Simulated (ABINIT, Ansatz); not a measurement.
# WS2 (Tungstenite): bands and cutoff in G0W0 with ABINIT, part 2 of 2

Wanted: a converged G0W0 gap of WS2 (Tungstenite), or an estimate of the limit.

ABINIT 10.8.3; PBE and many-body steps on it, plane waves. Known limits of the many-body steps: not at the basis limit; no spin-orbit coupling; coarse k mesh.

So far. Step 3 (Screening, 3×3×1 mesh, 57 bands, screening to 62.6 eV): Local fields lower ε∞ by 9 %. On a Γ-centred mesh this coarse the value itself is usually too large, while a short band sum pulls it down. Step 4 (57 bands, 62.6 eV): The gap on the mesh goes from 1.17 eV to 1.88 eV, a correction of +0.70 eV.

The database entry behind the starting cell differs from later determinations by our own check (an axis about 1.4 % long against later determinations), so it need not match the best structure at ambient conditions.

## Step 6: 127 bands, 114.3 eV

This step: G0W0 on PBE, plane waves, norm-conserving pseudopotentials.

Contents of run.abi:

```
acell 3*1.0 Angstrom
rprim 
  3.179999999980 0.000000000005 0.000000000000
  -1.589999999994 2.753960784015 0.000000000000
  0.000000000000 0.000000000000 12.500000000000
ntypat 2
znucl 74 16
natom 6
typat 1 1 2 2 2 2
xred 
  0.333333333333 0.666666666667 0.250000000000
  0.666666666667 0.333333333333 0.750000000000
  0.333333333333 0.666666666667 0.625000000000
  0.666666666667 0.333333333333 0.125000000000
  0.333333333333 0.666666666667 0.875000000000
  0.666666666667 0.333333333333 0.375000000000
pp_dirpath "pseudos"
pseudos "W.upf, S.upf"
ecut 31
ngkpt 3 3 1
nshiftk 1
shiftk 0 0 0
kptopt 1
chksymbreak 0
istwfk *1
occopt 1
irdwfk 1
optdriver 4
nband 127
gwcalctyp 0
ecutsigx 31
symsigma 1
nkptgw 2
kptgw 
  0.0000000000 0.0000000000 0.0000000000
  0.3333333333 0.3333333333 0.0000000000
bdgw 
  25 28
  25 28
ecuteps 4.2
irdscr 1
ppmodel 1
indata_prefix "in"
outdata_prefix "out"
tmpdata_prefix "tmp"
```

Started as:

```sh
$ OMP_NUM_THREADS=1 mpirun -n 4 abinit run.abi > log
```

Numbers of over 12 decimals in the logs are rounded to 6 here.

What it wrote:

```text
.Version 10.8.3 of ABINIT. v10.8.2 released Aug 2026.

 Symmetries : space group P6_3/m m c (#194); Bravais hP (primitive hexag.)
[... echo of the input left out ...]
== DATASET  1 ==================================================================
-   mpi_nproc: 4, omp_nthreads: 1 (-1 if OMP is not activated)

--- !DatasetInfo
iteration_state: {dtset: 1, }
dimensions: {natom: 6, nkpt: 3, mband: 127, nsppol: 1, nspinor: 1, nspden: 1, mpw: 6137, }
cutoff_energies: {ecut:  31.0, pawecutdg:  -1.0, }
electrons: {nelect:   5.20000000E+01, charge:   0.00000000E+00, occopt:   1.00000000E+00, tsmear:   1.00000000E-02, }

 SIGMA: Calculation of the GW corrections

 Based on a program developped by R.W. Godby, V. Olevano, G. Onida, and L. Reining.
 Incorporated in ABINIT by V. Olevano, G.-M. Rignanese, and M. Torrent.
.Using double precision arithmetic ; gwpc =  8

[... cell and pseudopotentials left out ...]
--------------------------------------------------------------------------------

 ==== K-mesh for the wavefunctions ====
 Number of points in the irreducible wedge :     3
[... list of points left out ...]
 Together with 24 symmetry operations and time-reversal symmetry
 yields     9 points in the full Brillouin Zone.

 ==== Q-mesh for screening function ====
 Number of points in the irreducible wedge :     3
[... list of points left out ...]
 Together with 24 symmetry operations and time-reversal symmetry
 yields     9 points in the full Brillouin Zone.

 vcoul_init : cutoff-mode = AUXILIARY_FUNCTION
 q-points for optical limit:   1
     1)      0.000010    0.000020    0.000030
 setmesh: FFT mesh size selected  =    27x   27x  120
          total number of points  =        87480

 Number of electrons calculated from density =   52.0000; Expected =   52.0000
[...]
number of omega for Sigma on real axis              0
 max omega for Sigma on real axis  [eV]           0.00
 zcut for avoiding poles [eV]                     0.10

 EPSILON^-1 parameters (SCR file):
 dimension of the eps^-1 matrix on file            303
 dimension of the eps^-1 matrix used               303
 number of plane-waves for wavefunctions          6137
 number of bands                                   127
 number of q-points in IBZ                           3
 number of frequencies                               2
 number of real frequencies                          1
 number of imag frequencies                          1

 matrix elements of self-energy operator (all in [eV])

 Perturbative Calculation

--- !SelfEnergy_ee
iteration_state: {dtset: 1, }
kpoint     : [   0.000,    0.000,    0.000, ]
spin       : 1
KS_gap     :    2.245
QP_gap     :    2.770
Delta_QP_KS:    0.525
data: !SigmaeeData |
     Band     E0 <VxcDFT>   SigX SigC(E0)      Z dSigC/dE  Sig(E)    E-E0       E
       25   7.984 -14.390 -15.587   1.435   0.788  -0.269 -14.202   0.187   8.171
       26   9.072 -15.531 -16.377   1.252   0.784  -0.275 -15.212   0.319   9.391
       27  11.317 -15.192 -10.304  -3.816   0.788  -0.270 -14.347   0.844  12.161
[...]
--- !SelfEnergy_ee
iteration_state: {dtset: 1, }
kpoint     : [   0.333,    0.333,    0.000, ]
spin       : 1
KS_gap     :    1.737
QP_gap     :    2.478
Delta_QP_KS:    0.741
data: !SigmaeeData |
     Band     E0 <VxcDFT>   SigX SigC(E0)      Z dSigC/dE  Sig(E)    E-E0       E
[...]
27  10.247 -16.292 -11.224  -3.761   0.786  -0.272 -15.265   1.028  11.274
       28  10.247 -16.292 -11.224  -3.761   0.786  -0.272 -15.265   1.028  11.274

== END DATASET(S) ==============================================================
================================================================================

 -outvars: echo values of variables after computation  --------
           etotal      0.0000000000E+00
            nband         127
             nkpt           3
          spgroup         194
 [... the other variables as echoed above ...]

 Calculation completed.
```

Run time: 7 s. Hardware: 4 MPI ranks of Arm Neoverse V2, shared host; peak memory 0.73 GiB; 27 s of CPU time.

This step gave:

| Property | Result |
| --- | --- |
| G0W0 gap on the points computed | 1.883 eV |
| starting gap on the mesh | 1.175 eV |
| k of the valence top | 0, 0, 0 |
| k of the conduction bottom | 0.3333, 0.3333, 0 |
| Z at the valence top | 0.784 |
| Z at the conduction bottom | 0.786 |
| least direct G0W0 gap on the computed points | 2.477 eV |

Against G0W0 in ABINIT (3×3×1 mesh, 57 bands, screening to 62.6 eV, Godby-Needs plasmon pole), the gap moves by +0.008 eV.

## Step 7: Screening, 3×3×1 mesh, 274 bands, screening to 176.9 eV

This step: RPA screening on PBE, plane waves, norm-conserving pseudopotentials.

run.abi: that of step 6 with these lines changed.

```diff
@@ -27,17 +27,8 @@
 irdwfk 1
-optdriver 4
-nband 127
-gwcalctyp 0
-ecutsigx 31
-symsigma 1
-nkptgw 2
-kptgw 
-  0.0000000000 0.0000000000 0.0000000000
-  0.3333333333 0.3333333333 0.0000000000
-bdgw 
-  25 28
-  25 28
-ecuteps 4.2
-irdscr 1
-ppmodel 1
+optdriver 3
+nband 274
+ecuteps 6.5
+inclvkb 2
+awtr 1
+symchi 1
 indata_prefix "in"
```

What it wrote:

```text
.Version 10.8.3 of ABINIT. v10.8.2 released Aug 2026.

 Symmetries : space group P6_3/m m c (#194); Bravais hP (primitive hexag.)
[... echo of the input left out ...]
== DATASET  1 ==================================================================
-   mpi_nproc: 4, omp_nthreads: 1 (-1 if OMP is not activated)

--- !DatasetInfo
iteration_state: {dtset: 1, }
dimensions: {natom: 6, nkpt: 3, mband: 274, nsppol: 1, nspinor: 1, nspden: 1, mpw: 6137, }
cutoff_energies: {ecut:  31.0, pawecutdg:  -1.0, }
[...]
--------------------------------------------------------------------------------
[... chi0 elements left out ...]
 For q-point:  0.000010 0.000020 0.000030
  dielectric constant =  17.9827
  dielectric constant without local fields =  20.2952

  Average fulfillment of the sum rule on Im[epsilon] for q-point    1 :     89.55  [%]
[... wings left out ...]
  q-point number  2        q = ( 0.333333, 0.000000, 0.000000) [r.l.u.]
--------------------------------------------------------------------------------
[... chi0 elements left out ...]
  Average fulfillment of the sum rule on Im[epsilon] for q-point    2 :     87.39  [%]

 [... 1 further q-points ...]
```

The job ended after 57 s (4 MPI ranks; peak memory 1.3 GiB).

This step gave:

```
ε∞ with local fields, on this mesh, along the program's q direction : 17.98
the same without local fields                                       : 20.30
plasma frequency                                                    : 25.59 eV
plane waves in the screening matrix                                 : 597
```

## Step 8: 274 bands, 176.9 eV

This step: G0W0 on PBE, plane waves, norm-conserving pseudopotentials.

run.abi: that of step 7 with these lines changed.

```diff
@@ -27,8 +27,17 @@
 irdwfk 1
-optdriver 3
+optdriver 4
 nband 274
+gwcalctyp 0
+ecutsigx 31
+symsigma 1
+nkptgw 2
+kptgw 
+  0.0000000000 0.0000000000 0.0000000000
+  0.3333333333 0.3333333333 0.0000000000
+bdgw 
+  25 28
+  25 28
 ecuteps 6.5
-inclvkb 2
-awtr 1
-symchi 1
+irdscr 1
+ppmodel 1
 indata_prefix "in"
```

What it wrote:

```text
.Version 10.8.3 of ABINIT. v10.8.2 released Aug 2026.

 Symmetries : space group P6_3/m m c (#194); Bravais hP (primitive hexag.)
[... echo of the input left out ...]
== DATASET  1 ==================================================================
-   mpi_nproc: 4, omp_nthreads: 1 (-1 if OMP is not activated)

--- !DatasetInfo
iteration_state: {dtset: 1, }
dimensions: {natom: 6, nkpt: 3, mband: 274, nsppol: 1, nspinor: 1, nspden: 1, mpw: 6137, }
cutoff_energies: {ecut:  31.0, pawecutdg:  -1.0, }
[...]
Band     E0 <VxcDFT>   SigX SigC(E0)      Z dSigC/dE  Sig(E)    E-E0       E
[...]
27  10.247 -16.292 -11.224  -4.301   0.781  -0.280 -15.693   0.599  10.846
       28  10.247 -16.292 -11.224  -4.301   0.781  -0.280 -15.693   0.599  10.846

== END DATASET(S) ==============================================================
================================================================================

 -outvars: echo values of variables after computation  --------
           etotal      0.0000000000E+00
            nband         274
             nkpt           3
          spgroup         194
 [... the other variables as echoed above ...]

 Calculation completed.
```

Elapsed: 30 s, on 4 MPI ranks; peak memory 1.2 GiB.

Numbers from this step:

| Item | Value |
| --- | --- |
| G0W0 gap on the points computed | 1.852 eV |
| starting gap on the mesh | 1.175 eV |
| k of the valence top | 0, 0, 0 |
| k of the conduction bottom | 0.3333, 0.3333, 0 |
| least direct G0W0 gap on the computed points | 2.439 eV |

Against G0W0 in ABINIT (3×3×1 mesh, 127 bands, screening to 114.3 eV, Godby-Needs plasmon pole), the gap moves by −0.031 eV.

## Step 9: Side by side

Times are wall times on 4 MPI ranks of Arm Neoverse V2, shared host, good to a factor of about two. A run's time includes the screening step that it read.

```csv
run,mesh,bands,screening cutoff (eV),DFT gap (eV),gap on the mesh (eV),direct (eV),ε∞ used,time
"57 bands, 62.6 eV",3×3×1,57,62.6,1.175,1.875,2.520,18.42,12 s
"127 bands, 114.3 eV",3×3×1,127,114.3,1.175,1.883,2.477,18.08,29 s
"274 bands, 176.9 eV",3×3×1,274,176.9,1.175,1.852,2.439,17.98,87 s
```

## Step 10: What came out

| Quantity | Value |
| --- | --- |
| 57 bands, 62.6 eV | 1.875 eV |
| 127 bands, 114.3 eV | 1.883 eV |
| 274 bands, 176.9 eV | 1.852 eV |
| known limits | not at the basis limit; no spin-orbit coupling; coarse k mesh |

**Reading.** From the first rung to the last the gap moves by −0.02 eV for 7.3 times the time. The gap turns back along the series, so no limit is drawn from it. In the first G0W0 run levels were corrected at 2 k points alone, so a gap called «on the mesh» is the least over those, and an edge elsewhere would be missed. A denser mesh or path gives a starting gap of 1.05 eV: the GW mesh misses a band edge, so its gaps are not the fundamental one. The 3×3×1 mesh is coarse for this cell, which bears on the long-range parts of exchange and screening. The many-body steps are scalar-relativistic: spin-orbit coupling is not in them.

[Paths, hosts, dates, memory and timing lines, banners, echoed tables and standing remarks are left out of the program output.]

[Logs are printed without paths, hosts, clocks, repeated set-up lines and the standing remarks that a program may print on its own settings, such as how far it seeks lower states.]

[Runs of the session that timed out or met a known fault of the program may be left out.]

[No measured gap is set beside runs whose start may be inverted or whose files or cutoffs have a known fault.]

[Hosts, paths, dates, database ids (printed as entryN), source tags and the programs' standing remarks are cut or masked in the printed files.]

[G0W0 gaps are taken among the corrected bands and points alone; a level outside them can change the order at an edge.]

[Where Ansatz stands beside ABINIT at settings called matched, ABINIT's density can come from a denser mesh and the files from another edition; pairs whose starting gaps differed by over 0.03 eV were left out, so agreement reads better than it is.]
